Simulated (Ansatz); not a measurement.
# 1T-GeBr2 monolayer in a perpendicular field

What dipole does a perpendicular field induce in the 1T-GeBr2 monolayer, and does the gap follow? A positive field points along +c.

Main program and level: Ansatz 0.2.0; plane-wave DFT, PBE-D3(BJ), Ansatz PAW (set soft_1); PAW set soft_1.

## 1. The starting structure

The cell holds 3 atoms: 2 Br and 1 Ge. Its edges and angles: a = 3.289 Å, b = 3.289 Å, c = 36.603 Å, α = 90.0°, β = 90.0°, γ = 120.0°. Vacuum lies along c.

## 2. Relaxation

The starting cell is a guess, so the in-plane lattice and the atoms are relaxed first, with the slab cut off from its images along the normal.

The input, input.yaml:

```yaml
crystal:
  lattice:
    - [3.28874, 0.0, 0.0]
    - [-1.64437, 2.8481323864, 0.0]
    - [0.0, 0.0, 36.6030909648]
  atoms:
    - { symbol: Br, position: [0.6666666667, 0.3333333333, 0.4617096413] }
    - { symbol: Ge, position: [0.0, 0.0, 0.5] }
    - { symbol: Br, position: [0.3333333333, 0.6666666667, 0.5382903587] }
  periodic: [true, true, false]
kpoints:
  mp_grid: { grid: [12, 12, 1] }
hamiltonian:
  xc: pbe
  dispersion: d3bj
  pseudopotentials: { kind: paw, azcp: { folder: soft_1 } }
scf:
  occupations: { method: fermi_dirac, width: 0.05 }
  convergence: { dr2_threshold: 1.0e-09 }
relax:
  f_tol: 0.004
  max_steps: 90
  cell: {}
output:
  write_potential: true
  write_density: true
  volumetric_format: npy
```

Launch:

```
ansatz run input.yaml --threads 2 --pin off --max-ram 3072MiB --backend cpu --events-out ev --progress --plain --runs-dir out
```

Numbers of over 12 decimals in the logs are rounded to 6 here.

Log:

```text
Warning: relax.cell: scf.convergence.dr2_threshold = 1e-9 eV is looser than the 1.83017067551e-10 eV advised for a relaxation that steers and ends on the stress (1e-10 eV for each atom of the cell: 3, times the square of relax.cell.stress_2d_tol = 0.05 N/m over 12.8 Å (the atoms' height at the walk's start and 5 Å past either face), 3.905e-2 GPa, over a crystal's default 0.05). What an SCF threshold leaves in a stress goes as its square root, and in the free energy as the threshold itself, and one threshold admits the most on a small cell: [figures from the program's tests cut] Set scf.convergence.dr2_threshold to 1.83017067551e-10 eV or tighter. [rest of the remark cut]
Engine: ansatz 0.2.0, aarch64-unknown-linux-gnu
Pseudopotentials: kind: paw
Pseudopotential: Br, paw, valence charge 7, recommended cutoff 420 eV (normal), soft_1/Br.paw.azcp
Pseudopotential: Ge, paw, valence charge 14, recommended cutoff 420 eV (normal), soft_1/Ge.paw.azcp
Functional definition: PBE
  parameter kappa = 0.804
  parameter beta = 0.066725
  exchange = pbe_x(kappa = kappa, mu = beta*pi^2/3)
  correlation = pbe_c(beta = beta)
Crystal: 3 atoms, lattice volume = 342.853 Å³
Basis set: ecut = 420 eV, 6795 PW (Γ), exchange–correlation on 48×48×500 points (8 copies of the dense FFT grid, shifted against one another)
Bands: 18, of which v1, the nominal top of the filled ones, is band 14 counted from 1 (13 counted from 0)
Symmetry: 12 space group operations
Space group: P-3m1 (ITA 164), of the structure as read, at distance tolerance 7.0e-5 Å
k-points: 19 of 144
Non-local potential: Br, projectors of the file, l = 0: 2, l = 1: 2, l = 2: 2
Non-local potential: Ge, projectors of the file, l = 0: 2, l = 1: 2, l = 2: 3, l = 3: 1
PAW form: soft (Blöchl's): semilocal exchange-correlation on the pseudo side does not see the compensation charge
PAW one-centre angular grid: Br, 110 points (default); XC on 64 Gauss nodes
PAW one-centre angular grid: Ge, 590 points (default); XC on 64 Gauss nodes
Initial density: superposition of atomic densities (neutral atoms: chi_scale 0, normalization atom)
Initial wavefunctions: pseudopotential atomic-orbital guess
Functional: x = pbe(κ = 0.804, μ = 0.219515), c = pbe(β = 0.066725)
iter 1 solved again at ethr=1.31e-3 eV; its pass at ethr=3.10e-3 eV (dr2=3.66e-1 eV) is discarded
SCF iter   1: F=—  HF=-9859.378765 eV  |F-HF|=—  |Δ(HF+E_count)|=         —  Δρ=9.10e-3  dr2=3.70e-1  ethr=1.31e-3  ⟨swp⟩=1.3  Hψ=4199  notcnv=0
preconditioner: auto → Resta (q_TF=auto, 1.797 Å⁻¹)  ε∞=1.6  [insulator: Δε(μ)=1.074 eV  Ē_g=9.647 eV  σ=0.050 eV  W_gap=1.00  n_scr=20 (ndim 8)  ℏωp=7.5 eV  f_vac=0.808  D(μ)=0.00/eV (n_scr^D=0)  ε∞_Penn≈1.6  vacuum switching on, ρ_ref=6.7e-3 e/Å³]
SCF iter   2: F=—  HF=-9859.293659 eV  |F-HF|=—  |Δ(HF+E_count)|=   8.51e-2  Δρ=4.42e-3  dr2=5.59e-2  ethr=1.31e-3  ⟨swp⟩=4.8  Hψ=859  notcnv=0
SCF iter   3: F=—  HF=-9859.290097 eV  |F-HF|=—  |Δ(HF+E_count)|=   3.56e-3  Δρ=1.91e-3  dr2=1.24e-2  ethr=2.00e-4  ⟨swp⟩=3.7  Hψ=801  notcnv=0
SCF iter   4: F=—  HF=-9859.290466 eV  |F-HF|=—  |Δ(HF+E_count)|=   3.70e-4  Δρ=3.75e-4  dr2=5.69e-4  ethr=4.43e-5  ⟨swp⟩=2.7  Hψ=589  notcnv=0
SCF iter   5: F=—  HF=-9859.290621 eV  |F-HF|=—  |Δ(HF+E_count)|=   1.55e-4  Δρ=8.96e-5  dr2=1.98e-5  ethr=2.03e-6  ⟨swp⟩=3.1  Hψ=745  notcnv=0
SCF iter   6: F=—  HF=-9859.290634 eV  |F-HF|=—  |Δ(HF+E_count)|=   1.24e-5  Δρ=4.80e-5  dr2=3.55e-6  ethr=7.09e-8  ⟨swp⟩=3.0  Hψ=795  notcnv=0
SCF iter   7: F=—  HF=-9859.290638 eV  |F-HF|=—  |Δ(HF+E_count)|=   3.81e-6  Δρ=4.53e-6  dr2=5.26e-8  ethr=1.27e-8  ⟨swp⟩=3.2  Hψ=680  notcnv=0
SCF iter   8: F=—  HF=-9859.290570 eV  |F-HF|=—  |Δ(HF+E_count)|=   6.78e-5  Δρ=1.33e-6  dr2=4.26e-9  ethr=1.88e-10  ⟨swp⟩=3.2  Hψ=838  notcnv=0
SCF iter   9: F=-9859.290570 eV  HF=-9859.290570 eV  |F-HF|=2.27e-10  |Δ(HF+E_count)|=   6.47e-9  Δρ=1.84e-7  dr2=3.14e-10  ethr=3.57e-12  ⟨swp⟩=13.3  Hψ=3134  notcnv=0
SCF 1 converged in 9 iterations: F = -9859.290570 eV  dr2 = 3.14e-10
  greatest PAW one-centre occupation: 0.999 electrons in one spin orbital (limit 2), on the Ge atom at site 1 (counted from 0), in its partial waves of l = 2
relax step   1: F+E_penalty+E_count = -9859.29056983 eV  Δ(F+E_penalty+E_count) = +0.000e0 eV  max|allowed force component| = 5.864e0 eV/Å  Δτ_max = 0.0000 Å  P = +34.674 N/m  Ω = 342.853 Å³  fix = [c, alpha, beta]  reactions: c +0.000 N/m  (9 SCF iters, accepted)
Crystal: 3 atoms, lattice volume = 355.594 Å³
Basis set: ecut = 420 eV, 7011 PW (Γ), exchange–correlation on 48×48×500 points (8 copies of the dense FFT grid, shifted against one another)
Initial density: handed on by an earlier stage of this run
Initial wavefunctions: those handed on with the density
iter 1 solved again at ethr=5.80e-4 eV; its pass at ethr=3.10e-3 eV (dr2=1.62e-1 eV) is discarded
SCF iter   1: F=—  HF=-9861.636809 eV  |F-HF|=—  |Δ(HF+E_count)|=         —  Δρ=3.91e-3  dr2=1.59e-1  ethr=5.80e-4  ⟨swp⟩=2.0  Hψ=2726  notcnv=0
preconditioner: auto → Resta (q_TF=auto, 1.786 Å⁻¹)  ε∞=1.5  [insulator: Δε(μ)=2.174 eV  Ē_g=11.417 eV  σ=0.050 eV  W_gap=1.00  n_scr=20 (ndim 8)  ℏωp=8.4 eV  f_vac=0.800  D(μ)=0.00/eV (n_scr^D=0)  ε∞_Penn≈1.5  vacuum switching on, ρ_ref=9.5e-3 e/Å³]
SCF iter   2: F=—  HF=-9861.612413 eV  |F-HF|=—  |Δ(HF+E_count)|=   2.44e-2  Δρ=1.73e-3  dr2=3.82e-2  ethr=5.69e-4  ⟨swp⟩=3.6  Hψ=690  notcnv=0
SCF iter   3: F=—  HF=-9861.604423 eV  |F-HF|=—  |Δ(HF+E_count)|=   7.99e-3  Δρ=9.84e-4  dr2=2.16e-3  ethr=1.36e-4  ⟨swp⟩=3.1  Hψ=633  notcnv=0
SCF iter   4: F=—  HF=-9861.605212 eV  |F-HF|=—  |Δ(HF+E_count)|=   7.89e-4  Δρ=2.30e-4  dr2=1.15e-4  ethr=7.72e-6  ⟨swp⟩=2.4  Hψ=650  notcnv=0
SCF iter   5: F=—  HF=-9861.605104 eV  |F-HF|=—  |Δ(HF+E_count)|=   1.08e-4  Δρ=8.12e-5  dr2=1.51e-5  ethr=4.10e-7  ⟨swp⟩=2.9  Hψ=684  notcnv=0
SCF iter   6: F=—  HF=-9861.605100 eV  |F-HF|=—  |Δ(HF+E_count)|=   3.41e-6  Δρ=2.36e-5  dr2=2.66e-6  ethr=5.39e-8  ⟨swp⟩=2.9  Hψ=703  notcnv=0
SCF iter   7: F=—  HF=-9861.605037 eV  |F-HF|=—  |Δ(HF+E_count)|=   6.35e-5  Δρ=4.40e-6  dr2=7.48e-8  ethr=9.50e-9  ⟨swp⟩=2.7  Hψ=683  notcnv=0
SCF iter   8: F=—  HF=-9861.605037 eV  |F-HF|=—  |Δ(HF+E_count)|=   3.14e-8  Δρ=1.24e-6  dr2=7.03e-9  ethr=2.67e-10  ⟨swp⟩=2.9  Hψ=759  notcnv=0
SCF iter   9: F=-9861.605037 eV  HF=-9861.605037 eV  |F-HF|=5.09e-11  |Δ(HF+E_count)|=   1.72e-9  Δρ=9.58e-8  dr2=2.87e-11  ethr=3.57e-12  ⟨swp⟩=12.6  Hψ=2966  notcnv=0
SCF 2 converged in 9 iterations: F = -9861.605037 eV  dr2 = 2.87e-11
[...]
relax step   5: F+E_penalty+E_count = -9863.56599431 eV  Δ(F+E_penalty+E_count) = -1.656e-1 eV  max|allowed force component| = 4.800e-2 eV/Å  Δτ_max = 0.0370 Å  P = +1.296 N/m  Ω = 465.417 Å³  energy of the carried Pulay correction = -4.402e-3 eV  fix = [c, alpha, beta]  reactions: c +0.000 N/m  (8 SCF iters, accepted)
relax step   6: F+E_penalty+E_count = -9863.58708529 eV  Δ(F+E_penalty+E_count) = -2.109e-2 eV  max|allowed force component| = 7.615e-3 eV/Å  Δτ_max = 0.0289 Å  P = +0.064 N/m  Ω = 485.348 Å³  energy of the carried Pulay correction = -4.997e-3 eV  fix = [c, alpha, beta]  reactions: c +0.000 N/m  (7 SCF iters, accepted)
relax step   7: F+E_penalty+E_count = -9863.58715662 eV  Δ(F+E_penalty+E_count) = -7.133e-5 eV  max|allowed force component| = 4.238e-3 eV/Å  Δτ_max = 0.0036 Å  P = -0.007 N/m  Ω = 486.830 Å³  energy of the carried Pulay correction = -5.040e-3 eV  fix = [c, alpha, beta]  reactions: c -0.000 N/m  (6 SCF iters, accepted)
relax step   8: F+E_penalty+E_count = -9863.58715923 eV  Δ(F+E_penalty+E_count) = -2.614e-6 eV  max|allowed force component| = 5.274e-7 eV/Å  Δτ_max = 0.0009 Å  P = +0.001 N/m  Ω = 486.866 Å³  energy of the carried Pulay correction = -5.041e-3 eV  fix = [c, alpha, beta]  reactions: c +0.000 N/m  (4 SCF iters, accepted)
relax step   9: F+E_penalty+E_count = -9863.63232397 eV  Δ(F+E_penalty+E_count) = -4.516e-2 eV  max|allowed force component| = 2.493e-3 eV/Å  Δτ_max = 0.0000 Å  P = +0.696 N/m  Ω = 486.866 Å³  fix = [c, alpha, beta]  reactions: c +0.000 N/m  stress off target by 6.96e-1 N/m on what of the cell is left free  SCF on the basis re-selected at this cell (its energy is not comparable with the rows above)  (7 SCF iters)
relax step  10: F+E_penalty+E_count = -9863.64181499 eV  Δ(F+E_penalty+E_count) = -9.491e-3 eV  max|allowed force component| = 2.360e-3 eV/Å  Δτ_max = 0.0224 Å  P = +0.284 N/m  Ω = 498.343 Å³  energy of the carried Pulay correction = -1.417e-4 eV  fix = [c, alpha, beta]  reactions: c +0.000 N/m  (7 SCF iters, accepted)
relax step  11: F+E_penalty+E_count = -9863.64384222 eV  Δ(F+E_penalty+E_count) = -2.027e-3 eV  max|allowed force component| = 1.435e-4 eV/Å  Δτ_max = 0.0178 Å  P = -0.002 N/m  Ω = 507.272 Å³  energy of the carried Pulay correction = -2.764e-4 eV  fix = [c, alpha, beta]  reactions: c -0.000 N/m  (7 SCF iters, accepted)
iter 1 solved again at ethr=5.19e-6 eV; its pass at ethr=3.10e-3 eV (dr2=1.45e-3 eV) is discarded
SCF iter   1: F=—  HF=-9863.643573 eV  |F-HF|=—  |Δ(HF+E_count)|=         —  Δρ=3.25e-5  dr2=2.13e-7  ethr=5.19e-6  ⟨swp⟩=4.0  Hψ=3614  notcnv=0
eigensolver tolerance schedule: the retry pair's looser diagonalisation over-reported the residual by 6834.91 of it (diagonalisation noise at an unbounded share of the residual, at the tolerance the schedule requests for it); recorded, not acted on — ethr = c·dr2/N_el stays at c = 1.0e-1
preconditioner: auto → Resta (q_TF=auto, 1.683 Å⁻¹)  ε∞=1.5  [insulator: Δε(μ)=2.387 eV  Ē_g=9.816 eV  σ=0.050 eV  W_gap=1.00  n_scr=18 (ndim 8)  ℏωp=7.0 eV  f_vac=0.803  D(μ)=0.00/eV (n_scr^D=0)  ε∞_Penn≈1.5  vacuum switching on, ρ_ref=7.0e-3 e/Å³]
SCF iter   2: F=—  HF=-9863.643891 eV  |F-HF|=—  |Δ(HF+E_count)|=   3.18e-4  Δρ=1.69e-5  dr2=1.37e-7  ethr=7.60e-10  ⟨swp⟩=5.1  Hψ=1191  notcnv=0
SCF iter   3: F=—  HF=-9863.644001 eV  |F-HF|=—  |Δ(HF+E_count)|=   1.10e-4  Δρ=8.79e-6  dr2=1.81e-8  ethr=4.89e-10  ⟨swp⟩=2.1  Hψ=609  notcnv=0
SCF iter   4: F=—  HF=-9863.644053 eV  |F-HF|=—  |Δ(HF+E_count)|=   5.18e-5  Δρ=3.66e-6  dr2=5.81e-9  ethr=6.46e-11  ⟨swp⟩=2.5  Hψ=644  notcnv=0
iter 5 met the thresholds in force, and the SCF goes on: an eigenvalue changes by 1.63 meV, over its tolerance of 1.13 meV (output.eigenvalues, Limitations)
SCF iter   5: F=-9863.644074 eV  HF=-9863.644071 eV  |F-HF|=2.52e-6  |Δ(HF+E_count)|=   1.81e-5  Δρ=8.39e-7  dr2=2.98e-10  ethr=3.57e-12  ⟨swp⟩=14.3  Hψ=3102  notcnv=0
SCF iter   6: F=-9863.644074 eV  HF=-9863.644074 eV  |F-HF|=1.45e-7  |Δ(HF+E_count)|=   2.38e-6  Δρ=1.43e-7  dr2=4.45e-11  ethr=1.07e-12  ⟨swp⟩=8.5  Hψ=2269  notcnv=0
SCF 12 converged in 6 iterations: F = -9863.644074 eV  dr2 = 4.45e-11
relax step  12: F+E_penalty+E_count = -9863.64407376 eV  Δ(F+E_penalty+E_count) = -2.315e-4 eV  max|allowed force component| = 1.202e-4 eV/Å  Δτ_max = 0.0000 Å  P = -0.004 N/m  Ω = 507.272 Å³  fix = [c, alpha, beta]  reactions: c -0.000 N/m  stress off target by 3.89e-3 N/m on what of the cell is left free  SCF on the basis re-selected at this cell (its energy is not comparable with the rows above)  (6 SCF iters)
basis re-selected at this cell: Δ(F+E_penalty+E_count) = -2.315e-4 eV, ΔP = -0.002 N/m vs the last step (what re-selecting the basis moved, of the pressure what is left beyond the Pulay correction that the steps carried, after the strain that the cell walked since its last selection, with what the two solves' SCF thresholds leave and, on support functions, any second-order correction that the steps lacked; it is no m [...]
WARN: The input density's exchange-correlation potential varies sharply where the density is thin. Do not read a vacuum level from v_tot or v_xc, or from such a field of the output density. On a cell that repeats whose density bears no net charge and no dipole along the vacuum's axis use v_es (v_loc + v_h of the components); under efield.dipole_correction with no amplitude use v_es + v_field, which holds any external [...]
SCF converged after 6 iterations
an eigenvalue changed by more than its tolerance at an iteration that met the thresholds in force, so the SCF went on 1 time: the last check found none over its tolerance
Free energy (F): -9863.644074 eV
Harris-Foulkes:  -9863.644074 eV  (|F-HF|=1.45e-7)
Internal energy: -9863.644074 eV  (E = F + TS)
E sigma→0 (E₀):  -9863.644074 eV
Fermi energy:    -5.208302 eV
--- Per-component energies (eV) ---
  E_band       = -514.166336
  E_kinetic    = 351.844897
  E_local      = -42183.815767  (includes V_loc(G=0)·N_el)
  E_nonlocal   = 312.734274
  E_hartree    = 20785.165837
  E_xc         = -464.880601
  E_vxc        = -281.483633  (∫ρ·V_xc dr)
  E_paw        = -6630.621100  (= ΣΔE_a)
  E_vpaw       = -283.777969  (= ΣTr[D̂ρ^β])
  E_aug_tail   = 0.000011  (compensation charges beyond the density's cutoff)
  E_ewald      = 17966.457665
  E_disp       = -0.529288  (pairwise vdW)
  E_smearing   = -0.000000  (= −TS)
  E_closure    = -0.000000  (closes the sum)
  Σ components = -9863.644074   (vs F -9863.644074, Δ=0.00e0)
--- Forces (eV/Å), atoms counted from 1 ---
  atom   1  Br     0.00000000     0.00000000    -0.00012017
  atom   2  Ge     0.00000000     0.00000000     0.00000000
  atom   3  Br    -0.00000000    -0.00000000     0.00012017
  max |Σ_I F_I| component: 1.48e-31 eV/Å
--- 2D stress c σ (N/m, compression-positive) ---
       -0.003892       0.000000       0.000000
       -0.000000      -0.003892      -0.000000
        0.000000      -0.000000      -0.000000
  P = ½ c Tr σ = -0.0039 N/m
--- Band table (eV; the first three rows and the last of 19) ---
  k-point 0: bands = [... 10 lower, -7.8601, -7.7221, -7.7221, -6.9793, -4.0957, -2.9068, -2.9068, -0.5165]
  k-point 1: bands = [... 10 lower, -8.0129, -7.9038, -7.6634, -6.7274, -3.8355, -2.9800, -2.8304, -0.3777]
  k-point 2: bands = [... 10 lower, -8.2693, -8.1205, -7.6526, -6.5096, -3.4901, -2.8181, -2.6443, -0.1756]
  k-point 18: bands = [... 10 lower, -9.5853, -8.1134, -8.1134, -6.6142, -2.3775, -2.3775, -1.7186, 1.8047]
--- Relaxed structure (10 steps of the walk, 10 accepted, 2 SCFs on fresh bases) ---
  F+E_penalty+E_count = -9863.64407376 eV   max|allowed force component| = 1.202e-4 eV/Å   (the final SCF, on the basis selected at the relaxed cell)
  cell:  # Å, volume = 507.2716 Å³
    - [4.000332, 0.0, 0]
    - [-2.000166, 3.464389, 0]
    - [0, 0, 36.6030909648]
  atoms:
    - { symbol: Br, position: [0.666667, 0.333333, 0.455571] }
    - { symbol: Ge, position: [0, 0, 0.500000] }
    - { symbol: Br, position: [0.333333, 0.666667, 0.544429] }
```

The job ended after 62 s (2 threads of Arm Neoverse V1, shared host; peak memory 0.68 GiB).

Step by step:

```tsv
step	energy less that of the first step (eV)	largest force component (eV/Å)	volume (Å³)
1	0.0000	5.8645	342.85
2	-2.3145	3.0605	355.59
3	-3.6922	0.9293	390.84
4	-4.1099	0.2987	427.34
5	-4.2754	0.0480	465.42
6	-4.2965	0.0076	485.35
7	-4.2966	0.0042	486.83
8	-4.2966	0.0000	486.87
9*	-4.3418	0.0025	486.87
10	-4.3512	0.0024	498.34
11	-4.3533	0.0001	507.27
12*	-4.3535	0.0001	507.27
```

Relaxation steps marked * repeat the geometry before them on a plane-wave basis chosen anew for their cell, so energy and pressure can jump there.

Forces are held to the 12 operations that the run works with; a distortion that breaks them can't arise in this run.

```tsv
cell as run	before	after	change
a (Å)	3.289	4.000	+21.6 %
b (Å)	3.289	4.000	+21.6 %
```

The atoms that moved most (Å, along periodic axes as changes of fractional coordinates times the final cell, across vacuum about the mean position):

```tsv
atom	dx	dy	dz	length
Br3	0.000	0.000	0.225	0.225
Br1	0.000	0.000	-0.225	0.225
```

The relaxed structure:

```xyz
3
Lattice="4.0003 0.0000 0.0000 -2.0002 3.4644 0.0000 0.0000 0.0000 36.6031" Properties=species:S:1:pos:R:3
Br    2.0002    1.1548   16.6753
Ge    0.0000    0.0000   18.3015
Br    0.0000    2.3096   19.9278
```

Numbers from this step:

- gap on the k-mesh: 2.387 eV

The lattice constant a goes from 3.289 to 4.000 Å.

[end of part 1 of 2]

[Logs are printed without paths, hosts, clocks, repeated set-up lines and the standing remarks that a program may print on its own settings, such as how far it seeks lower states.]

[Hosts, paths, dates, database ids (printed as entryN), source tags and the programs' standing remarks are cut or masked in the printed files.]

[Maps of the electrostatic potential energy from Ansatz leave out the sawtooth potential of an applied field or a dipole correction, so their vacuum need not be flat; planar profiles and work functions include it.]
